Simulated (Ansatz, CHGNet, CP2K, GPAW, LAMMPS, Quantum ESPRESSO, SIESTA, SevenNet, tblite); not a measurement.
# Running aqueous Cs+ and SO4 2-, 1.7 mol of salt per kg of water at 360 K (106 atoms) with SIESTA, part 2 of 2

Aim: run aqueous Cs+ and SO4 2-, 1.7 mol of salt per kg of water at 360 K (106 atoms) in SIESTA and see how near its forces come to a plane-wave reference, and at what cost.

Program: SIESTA 5.4.2; the method stands at each step. Banners, paths, timers and routine set-up lines are dropped from the logs unmarked, and long logs keep their key lines alone; longer cuts are marked. The potentials were converted by us to PSML.

So far. Step 2 (PBE, DZP, shift 0.01 Ry, mesh 500 Ry): Forces lie 36 % from the reference's, at 4.0 times its CPU time (on 2 against 8 cores). Step 3 (PBE, SZ, shift 0.01 Ry, mesh 500 Ry): Against the first run (36 %), the force difference from the reference is 474 %, at 0.38 times the CPU time (on 1 against 2 cores), with 228 basis functions against 842: the smaller basis costs accuracy.

## (4) PBE, SZ, shift 0.02 Ry, mesh 500 Ry

Method: Kohn-Sham DFT, PBE, PseudoDojo 0.4.1 norm-conserving pseudopotentials (converted to PSML), numerical atomic orbitals (SZ), diagonalisation.

The input, input.fdf:

```
SystemLabel cell
NumberOfAtoms 106
NumberOfSpecies 4
%block ChemicalSpeciesLabel
  1 8 O
  2 16 S
  3 1 H
  4 55 Cs
%endblock ChemicalSpeciesLabel
LatticeConstant 1.0 Ang
%block LatticeVectors
  10.28660 0.00000 0.00000
  0.00000 10.28660 0.00000
  0.00000 0.00000 10.28660
%endblock LatticeVectors
PAO.BasisSize SZ
PAO.EnergyShift 0.02 Ry
XC.Functional GGA
XC.Authors PBE
MeshCutoff 500 Ry
%block kgrid_Monkhorst_Pack
  1 0 0 0.0
  0 1 0 0.0
  0 0 1 0.0
%endblock kgrid_Monkhorst_Pack
SolutionMethod diagon
OccupationFunction FD
ElectronicTemperature 580 K
SCF.Mixer.Method Pulay
SCF.Mixer.Weight 0.15
SCF.Mixer.History 8
SCF.Mix Hamiltonian
MaxSCFIterations 300
SCF.DM.Tolerance 1e-04
SCF.H.Tolerance 1.0e-3 eV
WriteForces T
Write.HirshfeldPop T
Write.VoronoiPop T
Write.DM F
Write.H F
XML.Write F
AtomicCoordinatesFormat Fractional
%block AtomicCoordinatesAndAtomicSpecies
[... 106 atom lines left out: the same atoms as in the first run ...]
%endblock AtomicCoordinatesAndAtomicSpecies
```

Started as:

```
OMP_NUM_THREADS=1 siesta < input.fdf > output.txt
```

Log:

```text
Version         : 5.4.2
reinit: System Name:
reinit: System Label: cell
initatom: Reading input for the pseudopotentials and atomic orbitals ----------
Species number:   1 Atomic number:    8 Label: O
Species number:   2 Atomic number:   16 Label: S
Species number:   3 Atomic number:    1 Label: H
Species number:   4 Atomic number:   55 Label: Cs
[... lines left out ...]
SCF Convergence by DM+H criterion
[... lines left out ...]
SCF cycle converged after 12 iterations
[... lines left out ...]
   Max   15.275837
[... lines left out ...]
   Max   15.275837    constrained
Stress tensor Voigt[x,y,z,yz,xz,xy] (kbar):     -113.94     -115.80     -112.19        7.32       -3.29       -0.89
[... lines left out ...]
siesta: FreeEng =    -19117.800762
[... lines left out ...]
siesta:         Fermi =      -2.128535
[... lines left out ...]
siesta:         113.97626058        165.51476320  kBar
[... lines left out ...]
    (Free)Eharris+ p_basis*V_orbitals  =      -19108.054978 eV
Hirshfeld Atomic Populations:
Atom #   charge [q] valence [e]  Species
     1    -0.247759    6.247759  O
     2     0.864395    5.135605  S
     3    -0.237099    6.237099  O
     4    -0.289625    6.289625  O
[...]
7     0.142260    0.857740  H
     8     0.120620    0.879380  H
[...]
10     0.083464    0.916536  H
[...]
105     0.387130    8.612870  Cs
   106     0.400071    8.599929  Cs
--------------------
 Total     0.000018
Voronoi Atomic Populations:
Atom #   charge [q] valence [e]  Species
[...]
2     0.876344    5.123656  S
[...]
99    -0.265675    6.265675  O
[...]
102    -0.289039    6.289039  O
   103     0.145547    0.854453  H
   104     0.141385    0.858615  H
   105     0.169548    8.830452  Cs
   106     0.164857    8.835143  Cs
--------------------
 Total     0.000018
```

Elapsed: 54 s, on 1 thread of Arm Neoverse V2, shared host; peak memory 0.64 GiB.

Compared with the plane-wave run:

```yaml
r_m_s_force_component: 3.063 eV/Å
r_m_s_difference_of_force_components: 3139 meV/Å
longest_difference_of_force_vectors: 15660 meV/Å
force_difference_over_r_m_s_force: 461 %
slope_of_forces_against_the_reference_s: -0.0069
correlation_of_force_components: -0.00153
spacing_of_highest_filled_and_lowest_empty_level: 2.939 eV
gap_difference: -1.202 eV
pressure: 11.4 GPa
pressure_difference: 10.9 GPa
```

This is a coarse setting, run to see what it loses.

Against the first run (36 %), the force difference from the reference is 461 %, at 0.34 times the CPU time (on 1 against 2 cores).

## (5) PBE, DZ, shift 0.01 Ry, mesh 500 Ry

Method: Kohn-Sham DFT, PBE, PseudoDojo 0.4.1 norm-conserving pseudopotentials (converted to PSML), numerical atomic orbitals (DZ), diagonalisation.

Changes to input.fdf since step 4:

```diff
@@ -15,4 +15,4 @@
 %endblock LatticeVectors
-PAO.BasisSize SZ
-PAO.EnergyShift 0.02 Ry
+PAO.BasisSize DZ
+PAO.EnergyShift 0.01 Ry
 XC.Functional GGA
```

Started as:

```
OMP_NUM_THREADS=1 mpirun -np 2 siesta < input.fdf > output.txt
```

Log:

```text
Version         : 5.4.2
reinit: System Name:
reinit: System Label: cell
initatom: Reading input for the pseudopotentials and atomic orbitals ----------
Species number:   1 Atomic number:    8 Label: O
Species number:   2 Atomic number:   16 Label: S
Species number:   3 Atomic number:    1 Label: H
Species number:   4 Atomic number:   55 Label: Cs
Ground state valence configuration (from tables):   2s02  2p04  3d00  4f00
Ground state valence configuration (from tables):   3s02  3p04  3d00  4f00
[... lines left out ...]
        iscf     Eharris(eV)        E_KS(eV)     FreeEng(eV)     dDmax    Ef(eV) dHmax(eV)
[... lines left out ...]
SCF Convergence by DM+H criterion
[... lines left out ...]
SCF cycle converged after 12 iterations
[... lines left out ...]
   Max   11.336960
[... lines left out ...]
   Max   11.336960    constrained
Stress tensor Voigt[x,y,z,yz,xz,xy] (kbar):      -35.19      -25.30      -37.66       -1.18       -2.91        4.17
[... lines left out ...]
siesta: FreeEng =    -19219.063313
[... lines left out ...]
siesta:         Fermi =      -3.733847
[... lines left out ...]
siesta:    -0.001819   -0.000733   -0.023507
siesta: Cell volume =       1088.467728 Ang**3
siesta: Pressure (static):
siesta:                Solid            Molecule  Units
siesta:           0.00022241          0.00039297  Ry/Bohr**3
siesta:           0.02042064          0.03608123  eV/Ang**3
siesta:          32.71746854         57.80850688  kBar
    Orbital volume contribution        =          17.514178 eV
    (Free)E + p_basis*V_orbitals       =      -19201.549136 eV
    (Free)Eharris+ p_basis*V_orbitals  =      -19201.549136 eV
Hirshfeld Atomic Populations:
Atom #   charge [q] valence [e]  Species
     1    -0.209114    6.209114  O
     2     0.750039    5.249961  S
     3    -0.199046    6.199046  O
     4    -0.252470    6.252470  O
[...]
7     0.138985    0.861015  H
     8     0.105940    0.894060  H
[...]
10     0.073409    0.926591  H
[...]
105     0.410782    8.589218  Cs
   106     0.412034    8.587966  Cs
--------------------
 Total    -0.000008
Voronoi Atomic Populations:
Atom #   charge [q] valence [e]  Species
[...]
2     0.722707    5.277293  S
[...]
99    -0.257515    6.257515  O
[...]
102    -0.287690    6.287690  O
   103     0.138726    0.861274  H
   104     0.120140    0.879860  H
   105     0.198872    8.801128  Cs
   106     0.186814    8.813186  Cs
--------------------
 Total    -0.000008
```

It took 41 s on 2 MPI ranks; peak memory 1.1 GiB; 81 s of CPU time.

Numbers from this run, and their distance from the reference:

| Item | Value |
| --- | --- |
| r.m.s. force component | 1.599 eV/Å |
| r.m.s. difference of force components | 1386 meV/Å |
| longest difference of force vectors | 10880 meV/Å |
| force difference over r.m.s. force | 203.5 % |
| slope of forces against the reference's | 1.188 |
| correlation of force components | 0.5058 |
| gap (highest filled to lowest empty level) | 3.669 eV |
| gap difference | -0.4725 eV |
| pressure | 3.272 GPa |
| pressure difference | 2.779 GPa |

This is a coarse setting, run to see what it loses.

Against the first run (36 %), the force difference from the reference is 204 %, at 0.50 times the CPU time, with 448 basis functions against 842: the smaller basis costs accuracy.

## (6) Side by side

Differences are against the plane-wave reference, forces as r.m.s. over components; share is that over the reference's r.m.s. force, slope the least-squares factor from reference forces to these. Total energies of different programs have different zeros and aren't compared.

```
                                                run  Δ force, r.m.s. (meV/Å)  share (%)   slope  Δ pressure (GPa)  Δ gap (eV)  cores  CPU time  memory (GiB)
                                          reference                        -          -       -                 -           -      8      40 s           1.2
        SIESTA PBE, DZP, shift 0.01 Ry, mesh 500 Ry                      242       35.5   0.896            -0.157      0.0411      2   2.7 min           1.6
SIESTA PBE, SZ, shift 0.01 Ry, mesh 500 Ry (coarse)                     3229        474  -0.092              13.9       -1.05      1      61 s           0.7
SIESTA PBE, SZ, shift 0.02 Ry, mesh 500 Ry (coarse)                     3139        461  -0.007              10.9       -1.20      1      54 s          0.64
SIESTA PBE, DZ, shift 0.01 Ry, mesh 500 Ry (coarse)                     1386        204   1.188              2.78      -0.472      2      81 s           1.1
```

Rows marked coarse were listed beforehand as settings not expected to be converged; some can still land near the reference.

CPU time is summed over cores on a shared host, where runs went side by side, so it is rough. Symmetry, cutoffs, thresholds, outputs and thread counts weren't matched or tuned between programs; memory under MPI is the largest rank's times the ranks.

Further runs of this program without a result: SIESTA PBE, SZ, shift 0.02 Ry, mesh 500 Ry, order-N, radius 4.5 Å, eta -2.13 eV (stopped at the start); SIESTA PBE, SZ, shift 0.02 Ry, mesh 500 Ry, order-N, radius 3.5 Å, eta -2.13 eV (stopped at the start).

## (7) What came out

```yaml
nearest_in_forces: SIESTA PBE, DZP, shift 0.01 Ry, mesh 500 Ry, 36 %
its_cpu_time: 2.7 min
```

The PBE run in local orbitals, coarse settings apart, differs by 36 % (SIESTA PBE, DZP, shift 0.01 Ry, mesh 500 Ry); basis, grid and potentials can all enter. Runs with settings chosen to be coarse differ by 204 % (SIESTA PBE, DZ, shift 0.01 Ry, mesh 500 Ry) to 474 % (SIESTA PBE, SZ, shift 0.01 Ry, mesh 500 Ry), their programs' other errors included. None of the electronic-structure runs in the table takes under half the reference's CPU time of 40 s; they take 1.3 to 4.0 times as much. In SIESTA PBE, DZP, shift 0.01 Ry, mesh 500 Ry the difference has nearly one length on every H (0.38 eV/Å) and points along its bond, outwards: this method prefers longer bonds, and stiff bonds to hydrogen turn a small shift into a large force. At the same functional, gaps differ from the reference's 4.14 eV by between -1.20 and +0.04 eV. In pressure, SIESTA PBE, SZ, shift 0.01 Ry, mesh 500 Ry misses by +13.9 GPa, at the same functional. With short bonds to hydrogen, sets of potentials differ among themselves by several per cent in forces even at converged cutoffs, so the reference isn't exact here either. The network of contacts between molecules at the start is that of the classical potential that made the cell, and needn't be the one that DFT or experiment would give. The concentration wasn't checked against solubility and may exceed it. The reference's PBE has no dispersion term, which matters for the binding between molecules or layers. The density was typed from a rule of thumb and may lie off the real one at this temperature. The electronic-structure runs sample only Γ, in a cell whose shortest periodic width is 10 Å. Spin–orbit coupling is left out, which matters for the levels of the heavy elements.

[Also dropped from logs without a mark: logging warnings of Python, and SIESTA's first energy breakdown and zero terms.]

[Logs are printed without paths, hosts, clocks, repeated set-up lines and the standing remarks that a program may print on its own settings, such as how far it seeks lower states.]

[Hosts, paths, dates, database ids (printed as entryN), source tags and the programs' standing remarks are cut or masked in the printed files.]
